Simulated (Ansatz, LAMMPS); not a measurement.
# Electronic structure of liquid Zn38Se23S15 at 2640 K (76 atoms)

What does DFT give for liquid Zn38Se23S15 at 2640 K (76 atoms) as built?

Program: Ansatz 0.2.0. Level of theory: Kohn-Sham DFT, PBEsol, PAW (set soft_2), plane waves. Results are calculated unless marked as measured.

**1. Starting point**

The cell holds 76 atoms: 38 Zn, 23 Se and 15 S. Cell: a = 11.922 Å, b = 11.922 Å, c = 11.922 Å, α = 90.0°, β = 90.0°, γ = 90.0°. 76 atoms (38 Zn, 23 Se, 15 S) placed at random at 4.69 g/cm³, melted at 2640 K for 10 ps at fixed volume with the Stillinger-Weber II-VI potential (Zhou et al., Phys. Rev. B 88, 085309 (2013)). Snapshot at the end of a hold of 5 ps at 2640 K and fixed volume.

Limits known from the start: The network of bonds at the start is that of the classical potential that made the cell, and needn't be the one that DFT or experiment would give. Only the Γ point is sampled, in a cell whose shortest periodic width is 12 Å.

**2. The classical run that made the cell**

A classical potential supplies the starting structure, since it reaches far longer times than DFT.

This step: classical MD, Stillinger-Weber II-VI potential (Zhou et al., Phys. Rev. B 88, 085309 (2013)) (LAMMPS 22 Jul 2025 - Update 4).

in.lmp

```
# melt-quench of Zn38Se23S15
units metal
atom_style atomic
boundary p p p
region box block 0 11.9218 0 11.9218 0 11.9218
create_box 3 box
mass 1 65.3800   # Zn
mass 2 78.9710   # Se
mass 3 32.0600   # S
create_atoms 1 random 38 259206 NULL overlap 2.03 maxtry 2000
create_atoms 2 random 23 259213 NULL overlap 2.03 maxtry 2000
create_atoms 3 random 15 259220 NULL overlap 2.03 maxtry 2000
pair_style sw
pair_coeff * * CdTeZnSeHgS0.sw Zn Se S
neigh_modify delay 0 every 1 check yes
thermo_style custom step time temp pe press density
thermo_modify norm yes
timestep 0.001
thermo 100
min_style cg
minimize 1e-4 1e-4 200 2000
reset_timestep 0
velocity all create 2640 259207 mom yes dist gaussian
fix lim all nve/limit 0.05
fix lan all langevin 2640 2640 0.1 259208 zero yes
thermo 500
run 1000 post no
unfix lim
unfix lan
thermo 1666
fix md all nvt temp 2640 2640 0.1
run 10000 post no
unfix md
compute msd all msd com yes
thermo 1250
fix md all nvt temp 2640 2640 0.1
run 5000 post no
print "== T2640: mean square displacement over the hold $(c_msd[4]:%.2f) A^2"
unfix md
uncompute msd
write_dump all custom T2640.dump id type xs ys zs modify sort id
```

Run with:

```bash
$ lmp -in in.lmp -log none -nocite
```

Numbers of over 12 decimals in the logs are rounded to 6 here.

Log:

```text
LAMMPS (22 Jul 2025 - Update 4)
Created orthogonal box = (0 0 0) to (11.9218 11.9218 11.9218)
Created 38 atoms
Created 23 atoms
Created 15 atoms
   Step          Time           Temp          PotEng         Press         Density
         0   0              0              0.87228655     613186.15      4.6860124
       100   0.1            0             -2.2801611      16846.774      4.6860124
       128   0.128          0             -2.2982593      16914.251      4.6860124
Loop time of 0.0427906 s on 1 MPI rank(s) for 128 steps with 76 atoms
Minimization stats:
  Stopping criterion = energy tolerance
  Energy initial, next-to-last, final =
[... 14 lines left out ...]
      8330   8.33           2987.8735     -1.9124458      30078.922      4.6860124
[... 2 lines left out ...]
Loop time of 2.15708 s on 1 MPI rank(s) for 10000 steps with 76 atoms
   Step          Time           Temp          PotEng         Press         Density
[... 2 lines left out ...]
     12500   12.5           2735.0765     -1.8888021      85208.34       4.6860124
     13750   13.75          2680.8468     -1.8747059      60853.254      4.6860124
     15000   15             2568.2174     -1.8739872      31819.466      4.6860124
     16000   16             2898.6471     -1.957932       77307.293      4.6860124
Loop time of 1.07559 s on 1 MPI rank(s) for 5000 steps with 76 atoms
== T2640: mean square displacement over the hold 28.45 A^2
```

Wall time 3.6 s (1 thread of Intel Xeon Platinum 8259CL at 2.50GHz (Skylake/Cascade Lake), shared host); peak memory 0.081 GiB.

**3. Plane-wave single point**

One self-consistent run at the given positions yields energy and forces.

input.yaml

```yaml
crystal:
  lattice:
    - [11.9218, 0.0, 0.0]
    - [0.0, 11.9218, 0.0]
    - [0.0, 0.0, 11.9218]
  atoms:
    - { symbol: Zn, position: [0.89615, 0.34918, 0.72495] }
    - { symbol: Zn, position: [0.7202, 0.99117, 0.25478] }
    - { symbol: Zn, position: [0.38751, 0.56491, 0.4446] }
    - { symbol: Zn, position: [0.46238, 0.37803, 0.62746] }
    - { symbol: Zn, position: [0.19214, 0.79719, 0.59002] }
    - { symbol: Zn, position: [0.70269, 0.43375, 0.32285] }
    - { symbol: Zn, position: [0.22985, 0.42862, 0.62004] }
    - { symbol: Zn, position: [0.65735, 0.3938, 0.87385] }
    - { symbol: Zn, position: [0.1313, 0.84395, 0.02448] }
    - { symbol: Zn, position: [0.94084, 0.73472, 0.83446] }
    - { symbol: Zn, position: [0.1474, 0.16567, 0.56683] }
    - { symbol: Zn, position: [0.58237, 0.70623, 0.94612] }
    - { symbol: Zn, position: [0.62604, 0.21666, 0.59998] }
    - { symbol: Zn, position: [0.91471, 0.32715, 0.41692] }
    - { symbol: Zn, position: [0.52778, 0.01162, 0.6258] }
    - { symbol: Zn, position: [0.87676, 0.52291, 0.8513] }
    - { symbol: Zn, position: [0.83893, 0.87241, 0.93693] }
    - { symbol: Zn, position: [0.42987, 0.92901, 0.09899] }
    - { symbol: Zn, position: [0.03731, 0.40105, 0.88329] }
    - { symbol: Zn, position: [0.44815, 0.8887, 0.42386] }
    - { symbol: Zn, position: [0.31722, 0.59068, 0.87874] }
    - { symbol: Zn, position: [0.32209, 0.338, 0.40364] }
    - { symbol: Zn, position: [0.85961, 0.64612, 0.49386] }
    - { symbol: Zn, position: [0.23329, 0.97636, 0.75266] }
    - { symbol: Zn, position: [0.14605, 0.90917, 0.35819] }
    - { symbol: Zn, position: [0.13129, 0.45473, 0.20579] }
    - { symbol: Zn, position: [0.09735, 0.17635, 0.20926] }
    - { symbol: Zn, position: [0.50947, 0.25366, 0.25906] }
    - { symbol: Zn, position: [0.79232, 0.22305, 0.09504] }
    - { symbol: Zn, position: [0.68769, 0.70905, 0.30438] }
    - { symbol: Zn, position: [0.67919, 0.09689, 0.98169] }
    - { symbol: Zn, position: [0.61131, 0.66393, 0.64429] }
    - { symbol: Zn, position: [0.72752, 0.91989, 0.55378] }
    - { symbol: Zn, position: [0.82788, 0.99603, 0.73013] }
    - { symbol: Zn, position: [0.02847, 0.07159, 0.98532] }
    - { symbol: Zn, position: [0.42042, 0.21869, 0.99882] }
    - { symbol: Zn, position: [0.39594, 0.8046, 0.88395] }
    - { symbol: Zn, position: [0.8866, 0.66168, 0.18393] }
    - { symbol: Se, position: [0.6281, 0.91353, 0.87738] }
    - { symbol: Se, position: [0.3865, 0.18419, 0.64078] }
    - { symbol: Se, position: [0.34023, 0.83133, 0.25184] }
    - { symbol: Se, position: [0.54482, 0.69092, 0.44551] }
    - { symbol: Se, position: [0.29204, 0.3074, 0.20591] }
    - { symbol: Se, position: [0.80668, 0.85219, 0.37424] }
    - { symbol: Se, position: [0.05118, 0.10013, 0.41504] }
    - { symbol: Se, position: [0.79965, 0.7361, 0.67457] }
    - { symbol: Se, position: [0.14261, 0.81104, 0.82099] }
    - { symbol: Se, position: [0.98308, 0.30515, 0.09194] }
    - { symbol: Se, position: [0.04454, 0.11281, 0.78279] }
    - { symbol: Se, position: [0.74473, 0.20583, 0.78642] }
    - { symbol: Se, position: [0.30172, 0.61806, 0.62695] }
    - { symbol: Se, position: [0.04964, 0.68993, 0.42642] }
    - { symbol: Se, position: [0.48097, 0.59654, 0.11477] }
    - { symbol: Se, position: [0.52606, 0.52469, 0.74294] }
    - { symbol: Se, position: [0.28003, 0.58797, 0.29305] }
    - { symbol: Se, position: [0.44003, 0.82622, 0.68218] }
    - { symbol: Se, position: [0.61853, 0.82834, 0.13447] }
    - { symbol: Se, position: [0.36844, 0.05676, 0.88825] }
    - { symbol: Se, position: [0.0005, 0.91204, 0.58186] }
    - { symbol: Se, position: [0.20345, 0.04049, 0.09934] }
    - { symbol: Se, position: [0.0153, 0.83721, 0.1869] }
    - { symbol: S, position: [0.72906, 0.41573, 0.07042] }
    - { symbol: S, position: [0.15057, 0.3415, 0.45684] }
    - { symbol: S, position: [0.22678, 0.3971, 0.80762] }
    - { symbol: S, position: [0.53473, 0.09769, 0.13235] }
    - { symbol: S, position: [0.93082, 0.468, 0.27544] }
    - { symbol: S, position: [0.56242, 0.07594, 0.40254] }
    - { symbol: S, position: [0.77904, 0.6565, 0.01325] }
    - { symbol: S, position: [0.91062, 0.45752, 0.56439] }
    - { symbol: S, position: [0.22896, 0.67822, 0.06282] }
    - { symbol: S, position: [0.85309, 0.99249, 0.08164] }
    - { symbol: S, position: [0.54489, 0.35759, 0.46146] }
    - { symbol: S, position: [0.02696, 0.58089, 0.02881] }
    - { symbol: S, position: [0.36501, 0.43787, 0.00962] }
    - { symbol: S, position: [0.27402, 0.97117, 0.52253] }
    - { symbol: S, position: [0.73844, 0.23816, 0.30274] }
kpoints:
  mp_grid: { grid: [1, 1, 1] }
hamiltonian:
  xc: pbesol
scf:
  occupations: { method: gaussian, width: 0.05 }
output:
  forces: true
  stress: true
  populations: true
  dos:
    method: { smearing: { sigma: 0.15 } }
    de: 0.1
    projected: { site_lists: { S: [S], Se: [Se], Zn: [Zn] } }
  eigenvalues: true
  write_density: true
  write_potential: true
  volumetric_format: npy
```

Run with:

```bash
$ ansatz run input.yaml --threads 8 --pin off --max-ram 15872MiB --backend cpu --events-out ev --progress --plain --runs-dir out
```

Log:

```text
Engine: ansatz 0.2.0, x86_64-unknown-linux-gnu
Pseudopotentials: kind: paw
Pseudopotential: Zn, paw, valence charge 12, recommended cutoff 420 eV (normal), Zn.paw.azcp
Pseudopotential: Se, paw, valence charge 16, recommended cutoff 420 eV (normal), Se.paw.azcp
Pseudopotential: S, paw, valence charge 6, recommended cutoff 420 eV (normal), S.paw.azcp
[... 3 lines on functional and potentials left out ...]
Crystal: 76 atoms, lattice volume = 1694.437 Å³
Basis set: ecut = 420 eV, 33059 PW (Γ), exchange–correlation on 160×160×160 points (8 copies of the dense FFT grid, shifted against one another)
Bands: 549, of which v1, the nominal top of the filled ones, is band 457 counted from 1 (456 counted from 0)
Symmetry: 1 space group operations
Space group: P1 (ITA 1), of the structure as read, at distance tolerance 1.2e-4 Å
k-points: 1
[... 10 lines on functional and potentials left out ...]
Initial density: superposition of atomic densities (neutral atoms: chi_scale 0, normalization atom), corrected by the library's trained network
Initial wavefunctions: pseudopotential atomic-orbital guess
Functional: x = pbesol(κ = 0.804, μ = 0.123457), c = pbesol(β = 0.046)
SCF iter   1: F=—  HF=-262705.196843 eV  |F-HF|=—  |Δ(HF+E_count)|=         —  Δρ=6.40e-3  dr2=2.46e0  ethr=1.77e-3  ⟨swp⟩=6.0  Hψ=2198  notcnv=0  defer=14
preconditioner: auto → LDOS  [insulator: Δε(μ)=0.103 eV  Ē_g=9.659 eV  σ=0.050 eV  W_gap=0.85  n_scr=436 (ndim 8)  ℏωp=23.6 eV  f_vac=0.063  D(μ)=17.34/eV (n_scr^D=80)  ε∞_Penn≈7.0  β→1.0]
SCF iter   2: F=—  HF=-262705.154487 eV  |F-HF|=—  |Δ(HF+E_count)|=   4.24e-2  Δρ=6.80e-3  dr2=2.64e0  ethr=2.69e-4  ⟨swp⟩=2.0  Hψ=952  notcnv=0  defer=81
SCF iter   3: F=—  HF=-262704.893134 eV  |F-HF|=—  |Δ(HF+E_count)|=   2.61e-1  Δρ=1.72e-3  dr2=1.18e-1  ethr=2.69e-4  ⟨swp⟩=2.0  Hψ=783  notcnv=0  defer=81
SCF iter   4: F=—  HF=-262704.878844 eV  |F-HF|=—  |Δ(HF+E_count)|=   1.43e-2  Δρ=6.75e-4  dr2=1.82e-2  ethr=1.29e-5  ⟨swp⟩=2.0  Hψ=821  notcnv=0  defer=81
SCF iter   5: F=—  HF=-262704.876742 eV  |F-HF|=—  |Δ(HF+E_count)|=   2.10e-3  Δρ=3.97e-4  dr2=5.06e-3  ethr=1.99e-6  ⟨swp⟩=2.0  Hψ=772  notcnv=0  defer=81
SCF iter   6: F=—  HF=-262704.876030 eV  |F-HF|=—  |Δ(HF+E_count)|=   7.13e-4  Δρ=1.82e-4  dr2=1.95e-3  ethr=5.54e-7  ⟨swp⟩=2.0  Hψ=661  notcnv=0  defer=81
SCF iter   7: F=—  HF=-262704.875872 eV  |F-HF|=—  |Δ(HF+E_count)|=   1.57e-4  Δρ=1.13e-4  dr2=4.70e-4  ethr=2.13e-7  ⟨swp⟩=2.0  Hψ=772  notcnv=0  defer=81
SCF iter   8: F=—  HF=-262704.875841 eV  |F-HF|=—  |Δ(HF+E_count)|=   3.14e-5  Δρ=6.19e-5  dr2=1.71e-4  ethr=5.15e-8  ⟨swp⟩=2.0  Hψ=772  notcnv=0  defer=81
SCF iter   9: F=—  HF=-262704.875820 eV  |F-HF|=—  |Δ(HF+E_count)|=   2.08e-5  Δρ=3.20e-5  dr2=5.33e-5  ethr=1.87e-8  ⟨swp⟩=2.0  Hψ=765  notcnv=0  defer=81
SCF iter  10: F=—  HF=-262704.875806 eV  |F-HF|=—  |Δ(HF+E_count)|=   1.36e-5  Δρ=1.74e-5  dr2=1.33e-5  ethr=5.83e-9  ⟨swp⟩=2.0  Hψ=767  notcnv=0  defer=81
SCF iter  11: F=—  HF=-262704.875805 eV  |F-HF|=—  |Δ(HF+E_count)|=   1.32e-6  Δρ=1.08e-5  dr2=4.14e-6  ethr=1.45e-9  ⟨swp⟩=2.0  Hψ=766  notcnv=0  defer=81
SCF iter  12: F=—  HF=-262704.875805 eV  |F-HF|=—  |Δ(HF+E_count)|=   5.57e-7  Δρ=4.46e-6  dr2=8.50e-7  ethr=4.53e-10  ⟨swp⟩=2.0  Hψ=778  notcnv=0  defer=81
SCF iter  13: F=—  HF=-262704.875805 eV  |F-HF|=—  |Δ(HF+E_count)|=   6.27e-8  Δρ=2.20e-6  dr2=1.70e-7  ethr=9.30e-11  ⟨swp⟩=2.0  Hψ=767  notcnv=0  defer=81
SCF iter  14: F=-262704.875804 eV  HF=-262704.875805 eV  |F-HF|=5.35e-8  |Δ(HF+E_count)|=   1.25e-8  Δρ=1.34e-6  dr2=5.61e-8  ethr=1.09e-11  ⟨swp⟩=14.0  Hψ=4018  notcnv=0
SCF 1 converged in 14 iterations: F = -262704.875804 eV  dr2 = 5.61e-8
  greatest PAW one-centre occupation: 1.000 electrons in one spin orbital (limit 2), on the Se atom at site 54 (counted from 0), in its partial waves of l = 2
SCF converged after 14 iterations
Free energy (F): -262704.875804 eV
Harris-Foulkes:  -262704.875805 eV  (|F-HF|=5.35e-8)
Internal energy: -262704.816865 eV  (E = F + TS)
E sigma→0 (E₀):  -262704.846335 eV
Entropy (-TS):   -0.058939 eV (-0.776 meV/atom)
Fermi energy:    6.666884 eV
--- Per-component energies (eV) ---
  E_band       = -9166.833935
  E_kinetic    = 9211.674964
  E_local      = -140263.272055  (includes V_loc(G=0)·N_el)
  E_nonlocal   = 10213.955879
  E_hartree    = 63658.553330
  E_xc         = -8904.375098
  E_vxc        = -5468.960753  (∫ρ·V_xc dr)
  E_paw        = -119806.647939  (= ΣΔE_a)
  E_vpaw       = -10177.309571  (= ΣTr[D̂ρ^β])
  E_aug_tail   = -0.027302  (compensation charges beyond the density's cutoff)
  E_ewald      = -76869.101731
  E_core_change = 54.423087  (= ΣΔE_core)
  E_smearing   = -0.058939  (= −TS)
  E_closure    = 0.000000  (closes the sum)
  Σ components = -262704.875804   (vs F -262704.875804, Δ=0.00e0)
--- Forces (eV/Å), atoms counted from 1 ---
  atom   1  Zn    -0.20703012     0.28642927     0.05548431
  atom   2  Zn    -0.82496962     0.16171609     0.10824470
  atom   3  Zn     0.34765386     0.13214216     0.98339140
  atom   4  Zn    -0.48000959    -0.34327707     0.61856260
  atom   5  Zn    -0.32856290    -0.07430650    -0.44173864
  atom   6  Zn     0.25891285    -0.08644320    -0.47041172
  atom   7  Zn    -0.95069744    -0.10616550    -0.19574959
  atom   8  Zn     0.16292488     0.39444361     0.80678228
  atom   9  Zn     0.47775466     0.10298646     0.19417204
  atom  10  Zn     0.35202829    -0.16095168     0.06257565
  atom  11  Zn     0.93862915     0.23656505     0.57104215
  atom  12  Zn     0.19722072    -0.10538296     1.02383198
  atom  13  Zn    -0.34214728    -0.45173321    -0.28571811
  atom  14  Zn    -0.15791378     0.22011124    -0.18786405
[...]
atom  75  S     -0.34235569    -0.97037074     0.14147660
  atom  76  S      0.48490874     0.29781299    -0.23743110
  max |Σ_I F_I| component: 3.86e-5 eV/Å
--- Stress (GPa, compression-positive) ---
       -4.053244       0.501536      -0.363235
        0.501536      -5.111610      -0.246062
       -0.363235      -0.246062      -4.135033
  P = ⅓ Tr σ = -4.4333 GPa (-44.333 kbar)
--- Band table (eV) ---
  k-point 0: bands = ["-41.6204", "-41.6145", "-41.5948", "-41.5673", [... 533 levels ...], "12.2307", "12.2904", "12.3241", "12.3400", "12.3917", "12.3995", "12.4304", "12.5013", "12.5231", "12.5539", "12.6111", "12.6996"]
--- Löwdin populations: 76 sites ---
  site symbol       q [e]
     0     Zn     11.0352
     1     Zn     10.8440
     2     Zn     10.8643
[...]
75      S      6.9599
  spilling = 0.010075 (of n_electrons = 914.000000)
```

Wall time 22 s (8 threads of Intel Xeon Platinum 8259CL at 2.50GHz (Skylake/Cascade Lake), shared host); peak memory 2.8 GiB.

Read from the output:

```
free energy                             : -262704.8758 eV
free energy per atom                    : -3456.6431 eV/atom
SCF cycles                              : 14
pressure                                : -4.433 GPa
r.m.s. force component                  : 0.6154 eV/Å
longest force                           : 2.222 eV/Å
Fermi energy                            : 6.667 eV
levels partly filled by over 2 per cent : 4
spilling of the projection              : 0.01008
```

Length of the force by element:

```csv
element,coordination,atoms,mean length of the force (eV/Å),spread,least,most
S,all,15,1.33,0.386,0.617,2.21
Se,all,23,1.06,0.469,0.472,2.22
Zn,all,38,0.767,0.328,0.0831,1.29
```

States in the cell by windows of 1 eV, zero at the Fermi level; the larger projections on atomic orbitals stand beside the total:

```csv
from (eV),to (eV),total,Zn d,Se p,S p,Zn s,Se s
-14,-13,27.7,0.5,0.3,0.2,3.1,16.0
-13,-12,37.0,1.1,0.5,0.3,1.7,21.5
-12,-11,10.6,0.3,0.1,0.2,0.3,3.0
-11,-9,0.0,0.0,0.0,0.0,0.0,0.0
-9,-8,1.0,0.9,0.0,0.1,0.0,0.0
-8,-7,217.6,206.4,4.7,3.3,2.2,0.4
-7,-6,164.8,157.7,2.3,1.7,1.9,0.6
-6,-5,29.5,4.4,8.8,5.8,9.0,0.7
-5,-4,33.2,2.4,12.2,9.8,7.0,0.7
-4,-3,39.5,1.9,19.3,12.3,3.7,0.6
-3,-2,45.1,1.8,22.4,15.5,2.7,0.4
-2,-1,46.7,1.3,24.1,15.8,2.7,0.3
-1,0,31.4,0.5,16.7,8.6,3.1,0.2
0,1,25.7,0.3,8.4,5.5,7.3,0.3
1,2,22.0,0.1,4.7,3.2,8.6,0.2
2,3,26.8,0.1,4.3,2.3,9.2,0.3
3,4,30.4,0.1,2.6,1.4,4.8,0.1
4,5,34.8,0.0,1.5,0.9,2.3,0.1
```

Between -26 and -14 eV lie 1 more states.

The stored curve holds about 685 of the 914 electrons; the rest, give or take the few that broadening carries across the Fermi level, lie in deeper levels below its range.

The levels nearest the highest filled one (over half full), pooled over k-points and spins:

```csv
level less the highest filled one (eV),occupation
-0.297,2
-0.252,2
-0.227,2
-0.115,2
-0.0127,1.82
0,1.67
0.0702,0.31
0.0795,0.202
0.138,0.003
0.219,0
0.290,0
0.451,0
```

Electrostatic potential energy in the bc plane at fractional x = 0.037, with atoms of Zn and Se and S within 0.2 Å of it. With pseudopotentials it is smooth inside the atoms' cores, unlike the true potential.

Ten even steps from '0' (-22 eV) to '9' (12 eV), each cell a mean:
```
2000068999987668885224899998888987
6211589999862002788889999999999998
8877789999840000489999998888999999
9743347999851001689999988888899999
8535534899987557899999988888899999
8535534899999899999999999889999999
9853347999999999999999999999999999
9988889999999999999999999999998889
9999999999999999999999999999863347
8999988999999999999999999999733434
8999888999999999999999999999733335
9887788999999999999998766899875468
8633347999989999999985333379999999
7346525899888999999973465258999999
7335426899999999999984343379999899
8743468999999999999998655799998899
9988888999999999999999999999989999
9998866789999988889999999986457899
9998621378999887889999999843433699
9998633578888888889999999833552589
9999887774346889999999999863334799
9988899852224899986436899987668999
7534689874336899960000599998888998
3000168998778999950000589998888888
```
Columns run along b (11.9 Å; values clipped at the 3rd and 97th percentile), rows up along c (11.9 Å). Atoms in or near the plane, at fractional coordinates: Zn at (0.40, 0.88), Zn at (0.07, 0.99), Se at (0.10, 0.42), Se at (0.11, 0.78), Se at (0.69, 0.43), S at (0.58, 0.03).

[end of part 1 of 2]

[Logs are printed without paths, hosts, clocks, repeated set-up lines and the standing remarks that a program may print on its own settings, such as how far it seeks lower states.]

[Hosts, paths, dates, database ids (printed as entryN), source tags and the programs' standing remarks are cut or masked in the printed files.]
